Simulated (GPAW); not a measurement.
## Magnetic state of free-standing square Ir monolayer, spacing 2.74 A from several starts

A self-consistent run ends on one state, which hangs on the start. Several orders of free-standing square Ir monolayer, spacing 2.74 A are started in GPAW and their energies compared.

Program: GPAW 26.7.0. Level of theory: LDA; plane waves with GPAW's PAW setups, scalar-relativistic. Values are calculated unless marked as measured.

## 1. The system as given

The cell holds 1 atom: 1 Ir. Cell: a = 2.740 Å, b = 2.740 Å, c = 14.000 Å, α = 90.0°, β = 90.0°, γ = 90.0°. model lattice. Vacuum lies along c.

## 2. Start 1: ferro +

The parallel start comes first: it fits the smallest cell, keeps the most symmetry and shows whether parallel moments form.

order1.py reads:

```python
import json
import numpy as np
from ase import Atoms
from ase.parallel import paropen, parprint
from gpaw import GPAW

atoms = Atoms(['Ir'],
    cell=[[2.74, 0.0, 0.0],
         [0.0, 2.74, 0.0],
         [0.0, 0.0, 14.0]],
    scaled_positions=[[0.0, 0.0, 0.5]],
    pbc=True,
    magmoms=[1.0])
atoms.calc = GPAW(mode={'name': 'pw', 'ecut': 550},
    xc='LDA',
    kpts={'size': (10, 10, 1), 'gamma': True},
    occupations={'name': 'fermi-dirac', 'width': 0.05},
    convergence={'density': 1e-06, 'energy': 1e-05},
    maxiter=200,
    symmetry={'tolerance': 1e-4},
    txt='order1.txt')
e = atoms.get_potential_energy(force_consistent=True)
res = {'free_energy': e, 'energy_sigma0': atoms.get_potential_energy(), 'fermi_energy': atoms.calc.get_fermi_level()}
res['moments'] = atoms.get_magnetic_moments().tolist()
res['total'] = atoms.get_magnetic_moment()
parprint('site moments (muB):', np.round(res['moments'], 3))
parprint(f"total moment: {res['total']:.3f} muB")
parprint(f'free energy: {e:.6f} eV')
atoms.calc.write('order1.gpw')
with paropen('results.json', 'w') as f:
    json.dump(res, f)
```

Run with:

```bash
> OMP_NUM_THREADS=1 mpirun -n 2 gpaw python order1.py > order1.log
```

Output:

```text
site moments (muB): [0.]
total moment: 0.000 muB
free energy: -7.210808 eV

--- order1.txt ---
Input parameters:
  mode=PW(ecut=550),
  convergence={'density': 1e-06, 'energy': 1e-05},
  kpts=MonkhorstPack(size=(10, 10, 1), gamma=True),
  maxiter=200,
  occupations=Occupations(name='fermi-dirac', width=0.05),
  symmetry=Symmetry(tolerance=0.0001),
  xc=XC(name='LDA')

Diagonalizing LCAO Hamiltonian
Converting LCAO to pw mode
   .------.
  /|      |
 * |      |
 | |      |
 | |      |
 | |      |
 | |      |
 | |      |
 | |      |
 | |      |
 Ir|      |
 | |      |
 | |      |
 | |      |
 | |      |
 | |      |
 | |      |
 | .------.
 |/      /
 *------*

Atoms  # Å, Bohr magnetons
|   | symbol |        x |        y |        z |    initial magnetic moments |
|---|--------|----------|----------|----------|-----------------------------|
| 0 |     Ir | 0.000000 | 0.000000 | 7.000000 | ( 0.0000,  0.0000,  1.0000) |

Unit cell  # Å
| periodic |        x |        y |         z |   lengths |    angles |
|----------|----------|----------|-----------|-----------|-----------|
|      yes | 2.740000 | 0.000000 |  0.000000 |  2.740000 | 90.000000 |
|      yes | 0.000000 | 2.740000 |  0.000000 |  2.740000 | 90.000000 |
|      yes | 0.000000 | 0.000000 | 14.000000 | 14.000000 | 90.000000 |

Number of symmetries: 16

BZ-sampling:
  Number of BZ points: 100
  Number of IBZ points: 21

  Monkhorst-Pack size: [10, 10, 1]
  Monkhorst-Pack shift: [0.05, 0.05, 0.0]

K-points  # in reciprocal-cell coordinates
|     |                                coordinates |     weight |
|-----|--------------------------------------------|------------|
|   0 | (  0.00000000,   0.00000000,   0.00000000) | 0.01000000 |
|   1 | (  0.10000000,   0.00000000,   0.00000000) | 0.04000000 |
|   2 | (  0.10000000,   0.10000000,   0.00000000) | 0.04000000 |
|   3 | (  0.20000000,   0.00000000,   0.00000000) | 0.04000000 |
|   4 | (  0.20000000,   0.10000000,   0.00000000) | 0.08000000 |
|   5 | (  0.20000000,   0.20000000,   0.00000000) | 0.04000000 |
|   6 | (  0.30000000,   0.00000000,   0.00000000) | 0.04000000 |
|   7 | (  0.30000000,   0.10000000,   0.00000000) | 0.08000000 |
|   8 | (  0.30000000,   0.20000000,   0.00000000) | 0.08000000 |
|   9 | (  0.30000000,   0.30000000,   0.00000000) | 0.04000000 |
| ... |                                            |            |
|  20 | (  0.50000000,   0.50000000,   0.00000000) | 0.01000000 |

Plane wave coefficients: 3117
Cutoff: 550.0 eV

Spin-components: 2 (collinear spins)
Bands:           12
Projectors:      6
Spin-degeneracy: 1
Datatype:        complex128

Parallelization:
  kpt:    2
  domain: 1
  band:   1

Density:
  Valence electrons: 15.0
  Components: 2
  Grid points: [15 15 80]
  Charge: 0.0  # |e|

Potential:
  Grid points: [15 15 80]

species:
  Ir:
    name:    Iridium
    Z:       77.0
    valence: 15
    core:    62
    charge:  0.0  # [|e|]
    compensation charges:
      type: gauss
      rc: 0.40  # [Å]
      lmax: 2
    cutoffs:
      filter: 2.40  # [Å]
      core: 2.36  # [Å]
    projectors
    | kind |    occ | energy [eV] | rcut [Å] |
    |------|--------|-------------|----------|
    |   6s |  2.000 |      -6.559 |    1.296 |
    |   5p |  6.000 |     -54.966 |    1.328 |
    |   6p |  0.000 |      -1.355 |    1.328 |
    |   5d |  7.000 |      -7.377 |    1.286 |
    |    s |        |      20.652 |    1.296 |
    |    d |        |      19.835 |    1.286 |

    Using partial waves for Ir as LCAO basis

Reference energy: -484212.237962  # eV

eigensolver:
  PPCG
  Converge bands: occupied
  niter=2

density mixing:
  MSR1-Mixer
  Pratt-step length: 0.05
  Maximum mixing coefficient: 0.75
  Old densities: 10
  SVD Regularization: 0.005
  Good broyden scale: 1.0
  Trust region scale: 1.0
  Backstep threshold: 4.0
  History deletion threshold: 6.0
  Fourier metric: weight=20.0, sigma=0.015

occupation numbers:
  Fermi-Dirac:
    width: 0.0500  # eV

poisson solver:
  ecut: 4400.0  # eV

xc functional:
  name: None

convergence criteria:
- Maximum integral of absolute [dens]ity change: 1e-06 electrons / valence electron
- Maximum [total energy] change in last 3 cyles: 1e-05 eV / valence electron
- Maximum integral of absolute [eigenst]ate change: 4e-08 eV^2 / valence electron
maximum number of iterations: 200

SCF iterations
|iter     |      energy | eigst |  dens |  magmom |
|---------|-------------|-------|-------|---------|
|iter:   1|       0s |   -7.164578 | -0.05 |       |  +1.0007|
|iter:   2|       1s |   -7.169785 | -1.50 | -1.31 |  +0.9885|
|iter:   3|       2s |   -7.185887 | -2.12 | -1.33 |  +0.7904|
|iter:   4|       3s |   -7.189106 | -2.19 | -1.71 |  +0.7134|
|iter:   5|       4s |   -7.185649 | -2.92 | -1.74 |  +0.6556|
|iter:   6|       4s |   -7.191352 | -3.69 | -2.04 |  +0.5086|
|iter:   7|       5s |   -7.196609 | -3.56 | -2.13 |  +0.3159|
|iter:   8|       6s |   -7.197205 | -4.39 | -2.28 |  +0.3150|
|iter:   9|       7s |   -7.199010 | -3.74 | -2.39 |  +0.1529|
|iter:  10|       8s |   -7.199268 | -4.75 | -2.61 |  +0.1238|
|iter:  11|       8s |   -7.199192 | -4.43 | -2.89 |  +0.0491|
|iter:  12|       9s |   -7.199183c| -4.98 | -3.08 |  +0.0141|
|iter:  13|      10s |   -7.199242c| -5.04 | -3.29 |  -0.0098|
|iter:  14|      11s |   -7.199231c| -6.19 | -3.86 |  -0.0023|
|iter:  15|      12s |   -7.199229c| -7.10 | -4.45 |  -0.0006|
|iter:  16|      12s |   -7.199228c| -7.60c| -4.83 |  -0.0004|
|iter:  17|      12s |   -7.199228c| -8.12c| -5.71 |  -0.0003|
|iter:  18|      13s |   -7.199228c| -8.24c| -5.84 |  -0.0002|
|iter:  19|      13s |   -7.199228c| -8.35c| -6.11c|  +0.0000|

Converged in 19 steps
Energy contributions relative to reference atoms: (reference = -484212.237962)

Energy contributions:
  Kinetic:         -18.637549
  Coulomb:          16.215172
  Zero:             -0.248262
  External:          0.000000
  Xc:               -4.517010
  Entropy:          -0.023159
  Spinorbit:         0.000000
  ----------------------------
  Free energy:      -7.210808
  Extrapolated:     -7.199228

dipole moment: (-9.913734, -9.913734, 0.000004)  # |e|*Ang

Total magnetic moment: (0.000000, 0.000000, 0.000035)

Local magnetic moments
|        x |        y |        z |
|----------|----------|----------|
| 0.000000 | 0.000000 | 0.000030 |  # Ir   0

Fermi level: -3.719
Eigenvalues  # (at kpt = [0.000, 0.000, 0.000])
| band index |      eig [eV] | occ [0-1] |      eig [eV] | occ [0-1] |
|------------|---------------|-----------|---------------|-----------|
|          0 |       -52.017 |     1.000 |       -52.017 |     1.000 |
|          1 |       -52.017 |     1.000 |       -52.017 |     1.000 |
|          2 |       -51.900 |     1.000 |       -51.900 |     1.000 |
|          3 |        -9.380 |     1.000 |        -9.380 |     1.000 |
|          4 |        -7.734 |     1.000 |        -7.734 |     1.000 |
|          5 |        -5.133 |     1.000 |        -5.133 |     1.000 |
|          6 |        -3.366 |     0.001 |        -3.366 |     0.001 |
|          7 |        -3.366 |     0.001 |        -3.366 |     0.001 |
|          8 |        -2.546 |     0.000 |        -2.546 |     0.000 |
|          9 |        -1.685 |     0.000 |        -1.685 |     0.000 |
|         10 |         2.394 |     0.000 |         2.394 |     0.000 |
|         11 |         3.428 |     0.000 |         3.428 |     0.000 |

No gap
No difference between direct/indirect transitions
```

It took 16 s on 2 MPI ranks of Arm Neoverse V1, shared host; peak memory 0.45 GiB; 32 s of CPU time.

Numbers from this step:

```yaml
final_state: non-magnetic
```

After 19 cycles the seed has died away: no moment is left.

## 3. Run 2 (antiferro q=(1/2,1/2,0) +-)

Reversing part of the moments tests the sign of the couplings between them.

The cell is doubled to 2 atoms to hold this order. Its mesh is chosen so that both cells sample the same points.

order2.py reads:

```python
import json
import numpy as np
from ase import Atoms
from ase.parallel import paropen, parprint
from gpaw import GPAW

atoms = Atoms(['Ir', 'Ir'],
    cell=[[5.48, 0.0, 0.0],
         [2.74, 2.74, 0.0],
         [0.0, 0.0, 14.0]],
    scaled_positions=[[0.0, 0.0, 0.5],
         [0.5, 0.0, 0.5]],
    pbc=True,
    magmoms=[1.0, -1.0])
atoms.calc = GPAW(mode={'name': 'pw', 'ecut': 550},
    xc='LDA',
    kpts={'size': (5, 10, 1), 'gamma': True},
    occupations={'name': 'fermi-dirac', 'width': 0.05},
    convergence={'density': 1e-06, 'energy': 1e-05},
    maxiter=200,
    symmetry={'tolerance': 1e-4},
    txt='order2.txt')
e = atoms.get_potential_energy(force_consistent=True)
res = {'free_energy': e, 'energy_sigma0': atoms.get_potential_energy(), 'fermi_energy': atoms.calc.get_fermi_level()}
res['moments'] = atoms.get_magnetic_moments().tolist()
res['total'] = atoms.get_magnetic_moment()
parprint('site moments (muB):', np.round(res['moments'], 3))
parprint(f"total moment: {res['total']:.3f} muB")
parprint(f'free energy: {e:.6f} eV')
atoms.calc.write('order2.gpw')
with paropen('results.json', 'w') as f:
    json.dump(res, f)
```

Run with:

```bash
> OMP_NUM_THREADS=1 mpirun -n 2 gpaw python order2.py > order2.log
```

Output:

```text
UserWarning: Initial realspace grid (30,21,80) inconsistent with symmetries.
UserWarning: Initial realspace grid (30,21,80) inconsistent with symmetries.
UserWarning: Using symmetrized grid: (30,30,80).

UserWarning: Using symmetrized grid: (30,30,80).

site moments (muB): [ 0. -0.]
total moment: 0.000 muB
free energy: -14.421615 eV

--- order2.txt ---
Input parameters:
  mode=PW(ecut=550),
  convergence={'density': 1e-06, 'energy': 1e-05},
  kpts=MonkhorstPack(size=(5, 10, 1), gamma=True),
  maxiter=200,
  occupations=Occupations(name='fermi-dirac', width=0.05),
  symmetry=Symmetry(tolerance=0.0001),
  xc=XC(name='LDA')

Diagonalizing LCAO Hamiltonian
Converting LCAO to pw mode

       Ir     Ir

Atoms  # Å, Bohr magnetons
|   | symbol |        x |        y |        z |    initial magnetic moments |
|---|--------|----------|----------|----------|-----------------------------|
| 0 |     Ir | 0.000000 | 0.000000 | 7.000000 | ( 0.0000,  0.0000,  1.0000) |
| 1 |     Ir | 2.740000 | 0.000000 | 7.000000 | ( 0.0000,  0.0000, -1.0000) |

Unit cell  # Å
| periodic |        x |        y |         z |   lengths |    angles |
|----------|----------|----------|-----------|-----------|-----------|
|      yes | 5.480000 | 0.000000 |  0.000000 |  5.480000 | 90.000000 |
|      yes | 2.740000 | 2.740000 |  0.000000 |  3.874945 | 90.000000 |
|      yes | 0.000000 | 0.000000 | 14.000000 | 14.000000 | 45.000000 |

Number of symmetries: 8

BZ-sampling:
  Number of BZ points: 50
  Number of IBZ points: 18

  Monkhorst-Pack size: [5, 10, 1]
  Monkhorst-Pack shift: [0.0, 0.05, 0.0]

Plane wave coefficients: 6221
Cutoff: 550.0 eV

Spin-components: 2 (collinear spins)
Bands:           22
Projectors:      12
Spin-degeneracy: 1
Datatype:        complex128

Parallelization:
  kpt:    2
  domain: 1
  band:   1

Density:
  Valence electrons: 30.0
  Components: 2
  Grid points: [30 30 80]
  Charge: 0.0  # |e|

Potential:
  Grid points: [30 30 80]

[... setups left out ...]
Reference energy: -968424.475923  # eV

eigensolver:
  PPCG
  Converge bands: occupied
  niter=2

density mixing:
  MSR1-Mixer
  Pratt-step length: 0.05
  Maximum mixing coefficient: 0.75
  Old densities: 10
  SVD Regularization: 0.005
  Good broyden scale: 1.0
  Trust region scale: 1.0
  Backstep threshold: 4.0
  History deletion threshold: 6.0
  Fourier metric: weight=20.0, sigma=0.015

occupation numbers:
  Fermi-Dirac:
    width: 0.0500  # eV

poisson solver:
  ecut: 4400.0  # eV

xc functional:
  name: None

convergence criteria:
- Maximum integral of absolute [dens]ity change: 1e-06 electrons / valence electron
- Maximum [total energy] change in last 3 cyles: 1e-05 eV / valence electron
- Maximum integral of absolute [eigenst]ate change: 4e-08 eV^2 / valence electron
maximum number of iterations: 200

SCF iterations
|iter     |      energy | eigst |  dens |  magmom |
|---------|-------------|-------|-------|---------|
|iter:   1|       0s |  -14.271367 | -0.03 |       |  +0.0000|
|iter:   2|       5s |  -14.286661 | -1.66 | -1.23 |  -0.0000|
|iter:   3|      10s |  -14.372810 | -2.08 | -1.25 |  +0.0000|
|iter:   4|      16s |  -14.396827 | -2.22 | -1.62 |  -0.0000|
|iter:   5|      21s |  -14.392273 | -2.91 | -1.81 |  +0.0000|
|iter:   6|      27s |  -14.398243 | -3.68 | -2.10 |  -0.0000|
|iter:   7|      32s |  -14.398396 | -4.45 | -2.63 |  +0.0000|
|iter:   8|      37s |  -14.398461c| -5.30 | -3.14 |  -0.0000|
|iter:   9|      43s |  -14.398454c| -5.99 | -3.71 |  +0.0000|
|iter:  10|      48s |  -14.398457c| -6.68 | -4.46 |  -0.0000|
|iter:  11|      54s |  -14.398456c| -7.28 | -5.04 |  +0.0000|
|iter:  12|      56s |  -14.398456c| -7.64c| -5.32 |  +0.0000|
|iter:  13|      59s |  -14.398456c| -7.84c| -5.55 |  +0.0000|
|iter:  14|      61s |  -14.398456c| -8.03c| -6.40c|  +0.0000|

Converged in 14 steps
Energy contributions relative to reference atoms: (reference = -968424.475923)

Energy contributions:
  Kinetic:         -37.275029
  Coulomb:          32.430308
  Zero:             -0.496549
  External:          0.000000
  Xc:               -9.034028
  Entropy:          -0.046318
  Spinorbit:         0.000000
  ----------------------------
  Free energy:     -14.421615
  Extrapolated:    -14.398456

dipole moment: (-39.654935, -19.827468, 0.000008)  # |e|*Ang

Total magnetic moment: (0.000000, 0.000000, 0.000000)

Local magnetic moments
|        x |        y |         z |
|----------|----------|-----------|
| 0.000000 | 0.000000 |  0.000001 |  # Ir   0
| 0.000000 | 0.000000 | -0.000001 |  # Ir   1

Fermi level: -3.719
Eigenvalues  # (at kpt = [0.000, 0.000, 0.000])
| band index |      eig [eV] | occ [0-1] |      eig [eV] | occ [0-1] |
|------------|---------------|-----------|---------------|-----------|
|          0 |       -52.343 |     1.000 |       -52.343 |     1.000 |
|        ... |               |           |               |           |
|          4 |       -51.900 |     1.000 |       -51.900 |     1.000 |
|          5 |       -51.832 |     1.000 |       -51.832 |     1.000 |
|          6 |        -9.380 |     1.000 |        -9.380 |     1.000 |
|          7 |        -7.755 |     1.000 |        -7.755 |     1.000 |
|          8 |        -7.734 |     1.000 |        -7.734 |     1.000 |
|          9 |        -5.573 |     1.000 |        -5.573 |     1.000 |
|         10 |        -5.573 |     1.000 |        -5.573 |     1.000 |
|         11 |        -5.133 |     1.000 |        -5.133 |     1.000 |
|         12 |        -3.548 |     0.032 |        -3.548 |     0.032 |
|         13 |        -3.366 |     0.001 |        -3.366 |     0.001 |
|         14 |        -3.366 |     0.001 |        -3.366 |     0.001 |
|         15 |        -2.546 |     0.000 |        -2.546 |     0.000 |
|         16 |        -1.685 |     0.000 |        -1.685 |     0.000 |
|         17 |        -1.035 |     0.000 |        -1.035 |     0.000 |
|         18 |         2.394 |     0.000 |         2.394 |     0.000 |
|         19 |         2.923 |     0.000 |         2.923 |     0.000 |
|        ... |               |           |               |           |
|         21 |         3.428 |     0.000 |         3.428 |     0.000 |

No gap
No difference between direct/indirect transitions
```

Wall time 70 s (2 MPI ranks); peak memory 0.74 GiB.

This step gave:

```
final state : non-magnetic
```

It ends in the same state without moments as the first start; the 1.5e-4 meV between them is numerical noise.

## 4. Order 3, typed as no spin polarisation

A run without seeds gives the zero against which the gain from the moments is read.

nospin.py reads:

```python
import json
import numpy as np
from ase import Atoms
from ase.parallel import paropen, parprint
from gpaw import GPAW

atoms = Atoms(['Ir'],
    cell=[[2.74, 0.0, 0.0],
         [0.0, 2.74, 0.0],
         [0.0, 0.0, 14.0]],
    scaled_positions=[[0.0, 0.0, 0.5]],
    pbc=True)
atoms.calc = GPAW(mode={'name': 'pw', 'ecut': 550},
    xc='LDA',
    kpts={'size': (10, 10, 1), 'gamma': True},
    occupations={'name': 'fermi-dirac', 'width': 0.05},
    convergence={'density': 1e-06, 'energy': 1e-05},
    maxiter=200,
    symmetry={'tolerance': 1e-4},
    txt='nospin.txt')
e = atoms.get_potential_energy(force_consistent=True)
res = {'free_energy': e, 'energy_sigma0': atoms.get_potential_energy(), 'fermi_energy': atoms.calc.get_fermi_level()}
parprint(f'free energy: {e:.6f} eV')
atoms.calc.write('nospin.gpw')
with paropen('results.json', 'w') as f:
    json.dump(res, f)
```

Run with:

```bash
> OMP_NUM_THREADS=1 mpirun -n 2 gpaw python nospin.py > nospin.log
```

Output:

```text
free energy: -7.210808 eV

--- nospin.txt ---
Input parameters:
  mode=PW(ecut=550),
  convergence={'density': 1e-06, 'energy': 1e-05},
  kpts=MonkhorstPack(size=(10, 10, 1), gamma=True),
  maxiter=200,
  occupations=Occupations(name='fermi-dirac', width=0.05),
  symmetry=Symmetry(tolerance=0.0001),
  xc=XC(name='LDA')

Diagonalizing LCAO Hamiltonian
Converting LCAO to pw mode
   .------.
  /|      |
 * |      |
[...]
|------------|---------------|-----------|
|          0 |       -52.017 |     2.000 |
|          1 |       -52.017 |     2.000 |
|          2 |       -51.900 |     2.000 |
|          3 |        -9.380 |     2.000 |
|          4 |        -7.734 |     2.000 |
[...]
|          8 |        -2.546 |     0.000 |
|          9 |        -1.685 |     0.000 |
|         10 |         2.394 |     0.000 |
|         11 |         3.428 |     0.000 |

No gap
No difference between direct/indirect transitions

[key lines of the parts left out:]
Free energy:      -7.210808
Converged in 11 steps
dipole moment: (-9.913740, -9.913740, 0.000004)  # |e|*Ang
Fermi level: -3.719
```

It took 6.7 s on 2 MPI ranks; peak memory 0.4 GiB.

Numbers from this step:

* final state: non-magnetic (no spin polarisation)

It ends in the same state without moments as the first start; the 6.1e-7 meV between them is numerical noise.

## 5. Energies of the orders

Energies are divided by the number of seeded atoms, so that cells of unlike size compare. Wavevectors q in the names are fractions of the reciprocal vectors of the first run's cell.

Orders:

```
                     start   final state  typed order kept  energy over the lowest (meV a seeded atom)  largest site moment (μB)  net moment (μB a primitive cell)  mesh matched  CPU time (s)
                   ferro +  non-magnetic                no                                           0                         0                                 0           yes         31.61
antiferro q=(1/2,1/2,0) +-  non-magnetic                no                                     1.54e-4                         0                                 0           yes         139.9
      no spin polarisation  non-magnetic                 -                                           0                         0                                 0           yes         13.23
```

## 6. What came out

* lowest state found: non-magnetic (typed ferro +)
* largest site moment: 0 μB

**Reading.** The lowest state carries no moment above 0.15 μB, and no start kept one. Only 3 starts were tried; other collinear patterns, canted and longer-period orders were not.

[Long decimals in the printed logs are rounded to 6 places.]

[Logs and program files are shortened in this print: banners, set-up blocks, solver, clock and traceback lines can be left out without a mark of their own.]

[Logs are printed without paths, hosts, clocks, repeated set-up lines and the standing remarks that a program may print on its own settings, such as how far it seeks lower states.]

[Hosts, paths, dates, database ids (printed as entryN), source tags and the programs' standing remarks are cut or masked in the printed files.]

[Where the starting crystal was built by hand or by swapping elements, it need not be the compound's stable phase.]

[Where a cell is said to come from a database of computed structures, the database is the Materials Project.]

[Runs that the program refused, that were killed for memory or that had too few empty states are not shown or counted.]

[Lattice constants of own cells that a recipe calls measured were typed without a cited source.]
